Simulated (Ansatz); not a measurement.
# How the smearing shapes the phonons of YAu (Pm-3m)

Aim: see how the phonons of YAu (Pm-3m) along the first symmetry line respond to the electronic smearing.

Main program and level: Ansatz 0.2.0; DFT PBEsol, scalar-relativistic, plane waves, PAW; PAW set soft_1.

**1. The starting structure**

It takes space group Pm-3m (No. 221, cubic). The conventional cell has a = 3.559 Å, b = 3.559 Å, c = 3.559 Å, α = 90.00°, β = 90.00°, γ = 90.00°. Nearest to Y lie 8 Au at 3.08 Å. Nearest to Au lie 8 Y at 3.08 Å. Farther neighbours are not listed.

**2. Relaxing cell and atoms**

The structure is brought to rest under this functional.

File input.yaml:

```yaml
crystal:
  lattice:
    - [3.559, 0.0, 0.0]
    - [0.0, 3.559, 0.0]
    - [0.0, 0.0, 3.559]
  atoms:
    - { symbol: "Y", position: [0.5, 0.5, 0.5] }
    - { symbol: Au, position: [0.0, 0.0, 0.0] }
kpoints:
  mp_grid: { grid: [8, 8, 8] }
hamiltonian:
  xc: pbesol
  pseudopotentials: { kind: paw, azcp: { folder: soft_1 }, xc_functional: pbe }
scf:
  occupations: { method: gaussian, width: 0.1 }
output:
  forces: true
  stress: true
  eigenvalues: true
  write_density: true
  write_potential: true
  elf: true
  volumetric_format: npy
relax:
  adjacent_minimum: "off"
  f_tol: 0.005
  max_steps: 80
  cell: { stress_tol: 0.05 }
```

Started as:

```bash
> ansatz run input.yaml --threads 4 --pin off --max-ram 12288MiB --backend cpu --events-out ev --progress --plain --runs-dir out
```

Numbers of over 12 decimals in the logs are rounded to 6 here.

Log:

```text
[the first part of the log is left out]
  E_xc         = -392.995574
  E_vxc        = -468.131649  (∫ρ·V_xc dr)
  E_paw        = -12352.631886  (= ΣΔE_a)
  E_vpaw       = -436.056166  (= ΣTr[D̂ρ^β])
  E_aug_tail   = 0.001595  (compensation charges beyond the density's cutoff)
  E_ewald      = -3455.946570
  E_core_change = 0.458300  (= ΣΔE_core)
  E_smearing   = -0.009128  (= −TS)
  E_closure    = 0.000000  (closes the sum)
  Σ components = -16805.684209   (vs F -16805.684209, Δ=0.00e0)
--- Forces (eV/Å), atoms counted from 1 ---
  atom   1  Y      0.00000000     0.00000000     0.00000000
  atom   2  Au     0.00000000     0.00000000     0.00000000
  max |Σ_I F_I| component: 5.26e-30 eV/Å
--- Stress (GPa, compression-positive) ---
       -0.016726       0.000000       0.000000
        0.000000      -0.016726       0.000000
        0.000000       0.000000      -0.016726
  P = ⅓ Tr σ = -0.0167 GPa (-0.167 kbar)
--- Band table (eV; the first three rows and the last of 35) ---
  k-point 0: bands = ["-91.1033", "-42.3699", "-42.3699", "-42.3699", "-27.6448", "-7.5219", "-7.5219", "-7.5219", "7.5516", "9.4593", "9.4593", "10.7300", "10.7300", "10.7300", "16.1203", "16.1203", "19.7640", "19.7640", "19.7640"]
  k-point 1: bands = ["-91.1033", "-42.3711", "-42.3698", "-42.3698", "-27.6407", "-7.5806", "-7.5185", "-7.5185", "7.8112", "9.5197", "9.5955", "10.7039", "10.7039", "10.7537", "15.9865", "16.0973", "18.7171", "18.7171", "19.6814"]
  k-point 2: bands = ["-91.1032", "-42.3740", "-42.3696", "-42.3696", "-27.6307", "-7.7192", "-7.5101", "-7.5101", "8.5212", "9.6745", "9.9709", "10.6437", "10.6437", "10.8118", "15.4426", "15.6564", "17.5782", "17.5782", "19.3696"]
  k-point 34: bands = ["-91.1030", "-42.3766", "-42.3766", "-42.3766", "-27.5670", "-7.8049", "-7.8049", "-7.8049", "10.1511", "10.1511", "10.1511", "11.4774", "11.4774", "13.3886", "13.3886", "13.3886", "15.1851", "20.7603", "20.7603"]
--- Relaxed structure (3 steps of the walk, 2 accepted, 1 SCFs on fresh bases) ---
  F+E_penalty+E_count = -16805.68420886 eV   max|allowed force component| = 5.259e-31 eV/Å   (the final SCF, on the basis selected at the relaxed cell)
  cell:  # Å, volume = 44.6421 Å³
    - [3.547440, 0, 0]
    - [0, 3.547440, 0.0]
    - [0, 0.0, 3.547440]
  atoms:
    - { symbol: Y, position: [0.5, 0.5, 0.5] }
    - { symbol: Au, position: [0, 0, 0] }
```

The job ended after 2.5 s (4 threads of Arm Neoverse V1, shared host; peak memory 0.35 GiB; 8.3 s of CPU time).

The steps of the relaxation:

```tsv
step	energy less that of the first step (eV)	largest force component (eV/Å)	pressure (GPa)	volume (Å³)
1	0.0000	0.0000	-0.93	45.08
2	0.0002	0.0000	1.06	44.15
3	-0.0014	0.0000	-0.02	44.64
4	-0.0013	0.0000	-0.02	44.64
```

The log counts 1 steps on a newly chosen plane-wave basis, not all of them marked here; energy and pressure can jump at such steps. Relaxation step 2 was tried and not accepted.

```tsv
conventional cell, symmetrised	before	after	change
a (Å)	3.559	3.547	-0.3 %
b (Å)	3.559	3.547	-0.3 %
c (Å)	3.559	3.547	-0.3 %
volume (Å³/atom)	22.54	22.32	-1.0 %
```

The relaxed structure:

```
Y Au
1.0
     3.54744    0.00000    0.00000
     0.00000    3.54744    0.00000
     0.00000    0.00000    3.54744
Y Au
1 1
Direct
  0.50000 0.50000 0.50000
  0.00000 0.00000 0.00000
```

Numbers from this step:

```yaml
pressure: -0.01673 GPa
volume_per_atom: 22.32 Å³/atom
metallic_on_mesh: yes
gap_on_the_k_mesh: 0 eV
```

Valence density in the ac plane at fractional y = 0.000, with atoms of Au within 0.2 Å of it. It is the smooth field of the valence electrons, not physical close to the nuclei.

Ten even steps from '0' (0 e/Å³) to '9' (15 e/Å³), each cell a mean:
```
86310000000147
54200000000124
21000000000011
00000000000000
00000000000000
00000000000000
00000000000000
00000000000000
00000000000000
00000000000000
11000000000001
43200000000023
76310000000146
97410000000258
```
Columns run along a (3.5 Å), rows up along c (3.5 Å). Atoms in or near the plane, at fractional coordinates: Au at (0.00, 0.00).

ELF in the ac plane at fractional y = 0.000, with atoms of Au within 0.2 Å of it. It is the smooth field of the valence electrons, not physical close to the nuclei.

Ten even steps from '0' (0.09) to '9' (0.84), each cell a mean:
```
87543222223467
65543322233456
54433332333344
33333322233333
22333211123332
22232100012322
22222100012222
22222100012322
22333211123332
33333322233333
44433322333344
65443322233455
86543222223457
98643222223568
```
Columns run along a (3.5 Å), rows up along c (3.5 Å). Atoms in or near the plane, at fractional coordinates: Au at (0.00, 0.00).

Electrostatic potential energy in the ac plane at fractional y = 0.000, with atoms of Au within 0.2 Å of it. With pseudopotentials it is smooth inside the atoms' cores, unlike the true potential.

Ten even steps from '0' (-35 eV) to '9' (18 eV), each cell a mean:
```
00147999997300
00258999998420
23579999998743
67899999999887
99999999999999
99999999999999
99999999999999
99999999999999
99999999999999
78899999999987
34689999999754
01268999998521
00148999997300
00037999996200
```
Columns run along a (3.5 Å; values clipped at the 3rd and 97th percentile), rows up along c (3.5 Å). Atoms in or near the plane, at fractional coordinates: Au at (0.00, 0.00).

The largest force is now zero by symmetry and the largest stress component 0.017 GPa, small enough for phonons.

**3. Wavevectors along a line: Fermi–Dirac smearing of 0.1 eV**

The smearing blurs the Fermi surface that screens the phonons; a Fermi–Dirac width is an electronic temperature.

File input.yaml:

```yaml
crystal:
  lattice:
    - [3.5474396325, 0.0, 0.0]
    - [0.0, 3.5474396325, 0.0]
    - [0.0, 0.0, 3.5474396325]
  atoms:
    - { symbol: "Y", position: [0.5, 0.5, 0.5] }
    - { symbol: Au, position: [0.0, 0.0, 0.0] }
kpoints:
  mp_grid: { grid: [16, 16, 16] }
hamiltonian:
  xc: pbesol
  pseudopotentials: { kind: paw, azcp: { folder: soft_1 }, xc_functional: pbe }
scf:
  occupations: { method: fermi_dirac, width: 0.1 }
output:
  eigenvalues: true
phonons:
  method: dfpt
  qpoints:
    - [0, 0, 0]
    - [0.0, 0.0625, 0.0]
    - [0.0, 0.1875, 0.0]
    - [0.0, 0.3125, 0.0]
    - [0.0, 0.4375, 0.0]
```

Log:

```text
[...]
Crystal: 2 atoms, lattice volume = 44.642 Å³
Basis set: ecut = 420 eV, 895 PW (Γ), exchange–correlation on 48×48×48 points (8 copies of the dense FFT grid, shifted against one another)
Bands: 19, of which v1, the nominal top of the filled ones, is band 15 counted from 1 (14 counted from 0)
Symmetry: 48 space group operations
k-points: 165 of 4096
[...]
SCF iter   1: F=—  HF=-16813.473051 eV  |F-HF|=—  |Δ(HF+E_count)|=         —  Δρ=2.71e-1  dr2=6.32e1  ethr=3.10e-3  ⟨swp⟩=4.2  Hψ=12479  notcnv=0
[...]
SCF iter  12: F=-16805.698432 eV  HF=-16805.698432 eV  |F-HF|=7.28e-12  |Δ(HF+E_count)|=  6.91e-11  Δρ=6.76e-8  dr2=3.79e-12  ethr=1.00e-12  ⟨swp⟩=4.0  Hψ=14638  notcnv=0
the search or the solves at the SCF's close seem to have found levels that the self-consistency loop had missed (the run counts 2). By its estimate they hold under 1e-12 electrons; where the run keeps them, the occupations were computed again with them
SCF 1 converged in 12 iterations: F = -16805.698432 eV  dr2 = 3.79e-12
[...]
NSCF: frozen V_eff on 165 k-points
[...]
DFPT response loops at q = (0, 0, 0) (fractional): preconditioner auto → Kerker (q_TF=auto, 2.553 Å⁻¹) (partly filled bands, converged f_vac=0.000); β = 1.00, the filter's whole step (`scf.mixing.beta` (0.50) is not read by the response loops under this deck's `scf.mixing.preconditioner`; to damp them name `kerker` or `kerker_dos`, under which they read `scf.mixing.beta`, and type it under 1.00, their step now; both keys bind the ground state too); Broyden in place of MSR1
[...]
SCF converged after 12 iterations
Free energy (F): -16805.698432 eV
[...]
Internal energy: -16805.658052 eV  (E = F + TS)
E sigma→0 (E₀):  -16805.678242 eV
Entropy (-TS):   -0.040381 eV (-20.190 meV/atom)
Fermi energy:    15.201014 eV
[...]
--- Band table (eV; the first three rows and the last of 165) ---
  k-point 0: bands = [... 11 lower, 10.7366, 10.7366, 10.7366, 16.1206, 16.1206, 19.7632, 19.7632, 19.7632]
  k-point 1: bands = [... 11 lower, 10.7297, 10.7297, 10.7427, 16.0859, 16.1244, 19.3606, 19.3606, 19.7416]
  k-point 2: bands = [... 11 lower, 10.7104, 10.7104, 10.7603, 15.9865, 16.0977, 18.7165, 18.7165, 19.6805]
  k-point 164: bands = [... 11 lower, 11.4853, 11.4853, 13.3884, 13.3884, 13.3884, 15.1876, 20.7588, 20.7588]
--- Phonons (Γ-DFPT): 2 representative perturbations + reference (Σ response iterations 7) ---
  ASR residual: 1.671e-4 → 0.000e0 eV/Å²; symmetrization residual: 8.648e-6 eV/Å²
  ASR residual per site (eV/Å²): 1.67e-4 9.56e-5
  Γ frequencies (cm⁻¹): 0.00 0.00 0.00 105.69 105.69 105.69
  non-analytic LO–TO correction: not included (Born effective charges unavailable; polar crystals: no LO–TO splitting at Γ)
--- Phonons (arbitrary-q DFPT): 5 explicit q-points ---
  q = [0, 0, 0] (of the zone-centre solve; hermiticity 6.87e-6, symmetrization 3.01e-12): -0.00 0.00 0.00 105.69 105.69 105.69
  q = [0, 0.0625, 0] (4 solved perturbations in 4032 linear systems a pass and spin channel, the states on 1296 of 4096 k-point pairs; hermiticity 4.72e-6, symmetrization 1.04e-11): 11.05 11.05 20.65 105.49 105.49 107.68
[...]
sum rule: each row above includes the acoustic sum rule's correction from the zone centre's row sums; it moved no ω² by more than (0.71 cm⁻¹)²
```

Run time: 4.9 min. Hardware: 4 threads; peak memory 2.6 GiB; 19 min of CPU time.

Each wavevector solved by linear response. Table of frequency by |q| along the line:

```tsv
|q| along the line (Å⁻¹)	mode 1 = mode 2 (cm⁻¹)	mode 3 (cm⁻¹)	mode 4 = mode 5 (cm⁻¹)	mode 6 (cm⁻¹)
0.000	0	0	106	106
0.111	11.1	20.6	105	108
0.332	31.7	52.4	104	127
0.553	47.1	65.6	101	158
0.775	55.9	66.0	97.4	177
```

**4. Wavevectors along a line: Fermi–Dirac smearing of 0.25 eV**

The smearing blurs the Fermi surface that screens the phonons; a Fermi–Dirac width is an electronic temperature.

input.yaml, as its differences from that of step 3:

```diff
@@ -14,3 +14,3 @@
 scf:
-  occupations: { method: fermi_dirac, width: 0.1 }
+  occupations: { method: fermi_dirac, width: 0.25 }
 output:
```

Wider smearing eases the sum over k-points of a metal but moves the result away from its zero-temperature value.

Log:

```text
band count auto-derived: 21 (N_el = 30.0; filled up to band 15; 19 by the electrons, moments and atoms)
[...]
Crystal: 2 atoms, lattice volume = 44.642 Å³
Basis set: ecut = 420 eV, 895 PW (Γ), exchange–correlation on 48×48×48 points (8 copies of the dense FFT grid, shifted against one another)
Bands: 21, of which v1, the nominal top of the filled ones, is band 15 counted from 1 (14 counted from 0)
Symmetry: 48 space group operations
k-points: 165 of 4096
[...]
SCF iter   1: F=—  HF=-16813.777474 eV  |F-HF|=—  |Δ(HF+E_count)|=         —  Δρ=2.76e-1  dr2=6.60e1  ethr=3.10e-3  ⟨swp⟩=4.3  Hψ=12948  notcnv=0
[...]
SCF iter  12: F=-16805.817479 eV  HF=-16805.817479 eV  |F-HF|=7.28e-12  |Δ(HF+E_count)|=  4.00e-11  Δρ=3.21e-8  dr2=7.40e-13  ethr=1.00e-12  ⟨swp⟩=4.6  Hψ=14668  notcnv=0
SCF 1 converged in 12 iterations: F = -16805.817479 eV  dr2 = 7.40e-13
[...]
WARN: eigensolver did not converge (k=6): 1 band(s) unlocked after 20 sweeps at ethr=1.07e-12 eV (storage-precision floor; scheduled 1.00e-12 eV) (lowest unlocked band 20, counted from 0; max residual 1.79e-5 eV among the unlocked bands, 1.79e-5 eV over every band; other slots of this pass that fall short are told together in one closing line; warning suppressed until the next SCF loop or pass starts)
WARN: eigensolver did not converge in 3 slots of this pass, the one above among them; of largest residual over every band (k=7): 1 band(s) unlocked (lowest unlocked band 20, counted from 0; max residual 9.00e-5 eV among the unlocked bands, 9.00e-5 eV over every band); of lowest unlocked band (k=6): band 20
[...]
SCF converged after 12 iterations
Free energy (F): -16805.817479 eV
[...]
Internal energy: -16805.522428 eV  (E = F + TS)
E sigma→0 (E₀):  -16805.669954 eV
Entropy (-TS):   -0.295051 eV (-147.525 meV/atom)
Fermi energy:    15.158099 eV
[...]
--- Band table (eV; the first three rows and the last of 165) ---
  k-point 0: bands = [... 11 lower, 10.7151, 10.7151, 10.7151, 16.1373, 16.1373, 19.7976, 19.7976, 19.7976, ... 2 higher]
  k-point 1: bands = [... 11 lower, 10.7082, 10.7082, 10.7211, 16.1028, 16.1407, 19.3874, 19.3874, 19.7761, ... 2 higher]
  k-point 2: bands = [... 11 lower, 10.6888, 10.6888, 10.7385, 16.0038, 16.1122, 18.7394, 18.7394, 19.7150, ... 2 higher]
  k-point 164: bands = [... 11 lower, 11.4605, 11.4605, 13.3949, 13.3949, 13.3949, 15.1682, 20.7989, 20.7989, ... 2 higher]
[...]
ASR residual: 8.556e-4 → 0.000e0 eV/Å²; symmetrization residual: 4.849e-6 eV/Å²
  ASR residual per site (eV/Å²): 8.56e-4 2.77e-4
  Γ frequencies (cm⁻¹): 0.00 0.00 0.00 107.05 107.05 107.05
[...]
--- Phonons (arbitrary-q DFPT): 5 explicit q-points ---
[...]
```

Wall time 5.4 min (4 threads); peak memory 2.8 GiB; 21 min of CPU time.

Each wavevector solved by linear response. Table of frequency by |q| along the line:

```tsv
|q| along the line (Å⁻¹)	mode 1 = mode 2 (cm⁻¹)	mode 3 (cm⁻¹)	mode 4 = mode 5 (cm⁻¹)	mode 6 (cm⁻¹)
0.000	0	0	107	107
0.111	10.8	20.2	107	109
0.332	31.1	51.3	105	126
0.553	47.3	63.4	101	155
0.775	57	63.9	98.2	176
```

Against step 3 (now smearing width 0.25 eV), the free energy moves by -59.5 meV an atom.

[end of part 1 of 2]

[Logs are printed without paths, hosts, clocks, repeated set-up lines and the standing remarks that a program may print on its own settings, such as how far it seeks lower states.]

[Hosts, paths, dates, database ids (printed as entryN), source tags and the programs' standing remarks are cut or masked in the printed files.]
